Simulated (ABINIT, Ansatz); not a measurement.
# Quasiparticle gap of H6PbCBr3N (Pm) in ABINIT, part 3 of 3

Wanted: ground state, empty states, screening and self-energy for H6PbCBr3N (Pm).

ABINIT 10.8.3; PBEsol and many-body steps on it, plane waves. Known limits of the many-body steps: not at the basis limit; no spin-orbit coupling; coarse k mesh.

So far. Step 4 (Empty states on the mesh, 2×2×2 mesh, 337 bands): On this mesh the gap is 2.005 eV. Step 5 (Screening, 2×2×2 mesh, 307 bands, screening to 149.7 eV): Local fields lower ε∞ by 13 %. On a Γ-centred mesh this coarse the value itself is usually too large, while a short band sum pulls it down.

### Step 6. Self-energy, 2×2×2 mesh, 307 bands, screening to 149.7 eV

The self-energy is evaluated for the states that the input lists, and the levels follow from it, in one-shot runs by the linearised quasiparticle equation.

This step: G0W0 on PBEsol, plane waves, norm-conserving pseudopotentials.

Input file run.abi:

```
acell 3*1.0 Angstrom
rprim 
  6.038531000000 -0.000000000000 -0.000000000000
  -0.000000000000 6.059680000000 0.000000000000
  -0.007679000000 0.000000000000 6.128174000000
ntypat 5
znucl 1 82 6 35 7
natom 12
typat 1 1 1 1 1 1 2 3 4 4 4 5
xred 
  0.218258000000 0.862101000000 0.968190000000
  0.177786000000 0.000000000000 0.198636000000
  0.825095000000 0.851944000000 0.061619000000
  0.869341000000 0.000000000000 0.811715000000
  0.825095000000 0.148056000000 0.061619000000
  0.218258000000 0.137899000000 0.968190000000
  0.475266000000 0.500000000000 0.477994000000
  0.897311000000 0.000000000000 0.988520000000
  0.430028000000 0.500000000000 0.972748000000
  0.434852000000 0.000000000000 0.512708000000
  0.966538000000 0.500000000000 0.440736000000
  0.140606000000 0.000000000000 0.032465000000
pp_dirpath "pseudos"
pseudos "H.upf, Pb.upf, C.upf, Br.upf, N.upf"
ecut 37
ngkpt 2 2 2
nshiftk 1
shiftk 0 0 0
kptopt 1
chksymbreak 0
istwfk *1
occopt 1
irdwfk 1
optdriver 4
nband 307
gwcalctyp 0
ecutsigx 37
symsigma 1
nkptgw 2
kptgw 
  0.5000000000 0.5000000000 0.5000000000
  0.0000000000 0.0000000000 0.0000000000
bdgw 
  43 46
  43 46
ecuteps 5.5
irdscr 1
ppmodel 1
indata_prefix "in"
outdata_prefix "out"
tmpdata_prefix "tmp"
```

Started as:

```bash
> OMP_NUM_THREADS=1 mpirun -n 4 abinit run.abi > log
```

Numbers of over 12 decimals in the logs are rounded to 6 here.

The program printed:

```text
.Version 10.8.3 of ABINIT. v10.8.2 released Aug 2026.

 Symmetries : space group Pm (#  6); Bravais mP (primitive monocl.)
[... echo of the input left out ...]
== DATASET  1 ==================================================================
-   mpi_nproc: 4, omp_nthreads: 1 (-1 if OMP is not activated)

--- !DatasetInfo
iteration_state: {dtset: 1, }
dimensions: {natom: 12, nkpt: 8, mband: 307, nsppol: 1, nspinor: 1, nspden: 1, mpw: 16306, }
cutoff_energies: {ecut:  37.0, pawecutdg:  -1.0, }
electrons: {nelect:   8.80000000E+01, charge:   0.00000000E+00, occopt:   1.00000000E+00, tsmear:   1.00000000E-02, }

 SIGMA: Calculation of the GW corrections

 Based on a program developped by R.W. Godby, V. Olevano, G. Onida, and L. Reining.
 Incorporated in ABINIT by V. Olevano, G.-M. Rignanese, and M. Torrent.
.Using double precision arithmetic ; gwpc =  8

[... cell and pseudopotentials left out ...]
--------------------------------------------------------------------------------

 ==== K-mesh for the wavefunctions ====
 Number of points in the irreducible wedge :     8
[... list of points left out ...]
 Together with  2 symmetry operations and time-reversal symmetry
 yields     8 points in the full Brillouin Zone.

 ==== Q-mesh for screening function ====
 Number of points in the irreducible wedge :     8
[... list of points left out ...]
 Together with  2 symmetry operations and time-reversal symmetry
 yields     8 points in the full Brillouin Zone.

 vcoul_init : cutoff-mode = AUXILIARY_FUNCTION
 q-points for optical limit:   1
     1)      0.000010    0.000020    0.000030
 setmesh: FFT mesh size selected  =    64x   64x   64
          total number of points  =       262144

 Number of electrons calculated from density =   88.0000; Expected =   88.0000
 average of density, n =  0.058153
 r_s =    1.6012
 omega_plasma =   23.2618 [eV]

 === KS Band Gaps ===
  >>>> For spin  1
   Minimum direct gap =   2.0047 [eV], located at k-point      :   0.5000  0.5000  0.5000
   Fundamental gap    =   2.0047 [eV], Top of valence bands at :   0.5000  0.5000  0.5000
                                       Bottom of conduction at :   0.5000  0.5000  0.5000
 SIGMA fundamental parameters:
 PLASMON POLE MODEL  1
 number of plane-waves for SigmaX                16279
 number of plane-waves for SigmaC and W            933
 number of plane-waves for wavefunctions         16279
 number of bands                                   307
 number of independent spin polarizations            1
 number of spinorial components                      1
 number of k-points in IBZ                           8
 number of q-points in IBZ                           8
 number of symmetry operations                       2
 number of k-points in BZ                            8
 number of q-points in BZ                            8
 number of frequencies for dSigma/dE                 9
 frequency step for dSigma/dE [eV]                0.25
 number of omega for Sigma on real axis              0
 max omega for Sigma on real axis  [eV]           0.00
 zcut for avoiding poles [eV]                     0.10

 EPSILON^-1 parameters (SCR file):
 dimension of the eps^-1 matrix on file            933
 dimension of the eps^-1 matrix used               933
 number of plane-waves for wavefunctions         16279
 number of bands                                   307
 number of q-points in IBZ                           8
 number of frequencies                               2
 number of real frequencies                          1
 number of imag frequencies                          1

 matrix elements of self-energy operator (all in [eV])

 Perturbative Calculation

--- !SelfEnergy_ee
iteration_state: {dtset: 1, }
kpoint     : [   0.500,    0.500,    0.500, ]
spin       : 1
KS_gap     :    2.005
QP_gap     :    3.854
Delta_QP_KS:    1.849
data: !SigmaeeData |
     Band     E0 <VxcDFT>   SigX SigC(E0)      Z dSigC/dE  Sig(E)    E-E0       E
       43  -0.462 -14.394 -19.340   2.797   0.784  -0.275 -16.079  -1.685  -2.147
       44   0.350 -15.279 -18.521   1.797   0.797  -0.255 -16.430  -1.151  -0.802
       45   2.354 -10.622  -6.649  -3.118   0.816  -0.225  -9.925   0.698   3.052
       46   2.367 -10.597  -6.591  -3.125   0.817  -0.224  -9.877   0.720   3.087

--- !SelfEnergy_ee
iteration_state: {dtset: 1, }
kpoint     : [   0.000,    0.000,    0.000, ]
spin       : 1
KS_gap     :    5.072
QP_gap     :    7.233
Delta_QP_KS:    2.161
data: !SigmaeeData |
     Band     E0 <VxcDFT>   SigX SigC(E0)      Z dSigC/dE  Sig(E)    E-E0       E
       43  -0.683 -14.002 -18.932   2.809   0.783  -0.277 -15.663  -1.661  -2.344
       44  -0.665 -14.012 -18.929   2.806   0.782  -0.279 -15.663  -1.651  -2.316
       45   4.408  -7.707  -3.909  -3.190   0.839  -0.192  -7.197   0.510   4.917
       46   5.519 -11.746  -7.688  -3.361   0.800  -0.250 -11.189   0.558   6.077

== END DATASET(S) ==============================================================
================================================================================

 -outvars: echo values of variables after computation  --------
           etotal      0.0000000000E+00
            nband         307
             nkpt           8
          spgroup           6
 [... the other variables as echoed above ...]

 Calculation completed.
```

The job ended after 2.9 min (4 MPI ranks of Arm Neoverse V2, shared host; peak memory 6.2 GiB).

This step gave:

```
G0W0 gap on the points computed              : 3.854 eV
starting gap on the mesh                     : 2.005 eV
k of the valence top                         : 0.5, 0.5, 0.5
k of the conduction bottom                   : 0.5, 0.5, 0.5
Z at the valence top                         : 0.797
Z at the conduction bottom                   : 0.816
least direct G0W0 gap on the computed points : 3.854 eV
```

The gap on the mesh goes from 2.00 eV to 3.85 eV, a correction of +1.85 eV.

Limits: finite bands, cutoff and mesh; no spin-orbit coupling; coarse k mesh. v1 is the top filled band, c1 the lowest empty one. Levels before and after the correction, in eV, zero at the valence-band top of each column:

|  | conduction bottom | valence top |
| --- | --- | --- |
| Kohn-Sham | 2.00 | 0.00 |
| G0W0 | 3.85 | 0.00 |

|  | level | energy (eV) |
| --- | --- | --- |
| Kohn-Sham | (0.5 0.5 0.5) v2 | -0.811 |
| Kohn-Sham | (0.5 0.5 0.5) v1 | 0.000 |
| Kohn-Sham | (0.5 0.5 0.5) c1 | 2.005 |
| Kohn-Sham | (0.5 0.5 0.5) c2 | 2.017 |
| G0W0 | (0.5 0.5 0.5) v2 | -1.345 |
| G0W0 | (0.5 0.5 0.5) v1 | 0.000 |
| G0W0 | (0.5 0.5 0.5) c1 | 3.854 |
| G0W0 | (0.5 0.5 0.5) c2 | 3.889 |

### Step 7. Where the time went

Times are wall times on 4 MPI ranks of Arm Neoverse V2, shared host, good to a factor of about two.

| step | time | share | memory (GiB) |
| --- | --- | --- | --- |
| ground state | 6.2 min | 17 % | 0.89 |
| bands along the symmetry lines | 2.5 min | 7 % | 0.79 |
| empty states on the mesh | 11 min | 32 % | 1.2 |
| screening | 13 min | 36 % | 6.8 |
| self-energy | 2.9 min | 8 % | 6.2 |

### Step 8. Outcome

- PBEsol gap: 2.00 eV, direct
- G0W0 gap on the mesh: 3.85 eV
- GW settings: 2×2×2 mesh, 307 bands, screening to 149.7 eV, Godby-Needs plasmon pole
- known limits: not at the basis limit; no spin-orbit coupling; coarse k mesh

**Reading.** G0W0 moves the gap on the mesh from 2.00 eV to 3.85 eV (+1.85 eV), with Z of 0.80 and 0.82 at the edges. Local fields lower the RPA ε∞ on this mesh from 7.36 to 6.44; a Γ-centred mesh this coarse tends to raise both, most where the direct gap is narrow, while a short band sum lowers them. Only 2 of the mesh's irreducible points were corrected, so a valley elsewhere could overtake. Bands and cutoff are finite, so the gap is not at the basis limit. The miss can reach some tenths of an eV and take either sign; the mesh is an error of its own. In the G0W0 run levels were corrected at 2 k points alone, so a gap called «on the mesh» is the least over those, and an edge elsewhere would be missed. The 2×2×2 mesh is coarse for this cell, which bears on the long-range parts of exchange and screening. Where an edge is built on 6p states of lead, bismuth or thallium, scalar-relativistic gaps usually stand too wide, by a few tenths to over one eV. The many-body steps are scalar-relativistic: spin-orbit coupling is not in them.

[Paths, hosts, dates, memory and timing lines, banners, echoed tables and standing remarks are left out of the program output.]

[Logs are printed without paths, hosts, clocks, repeated set-up lines and the standing remarks that a program may print on its own settings, such as how far it seeks lower states.]

[Runs of the session that timed out or met a known fault of the program may be left out.]

[Hosts, paths, dates, database ids (printed as entryN), source tags and the programs' standing remarks are cut or masked in the printed files.]

[G0W0 gaps are taken among the corrected bands and points alone; a level outside them can change the order at an edge.]

[Where Ansatz stands beside ABINIT at settings called matched, ABINIT's density can come from a denser mesh and the files from another edition; pairs whose starting gaps differed by over 0.03 eV were left out, so agreement reads better than it is.]
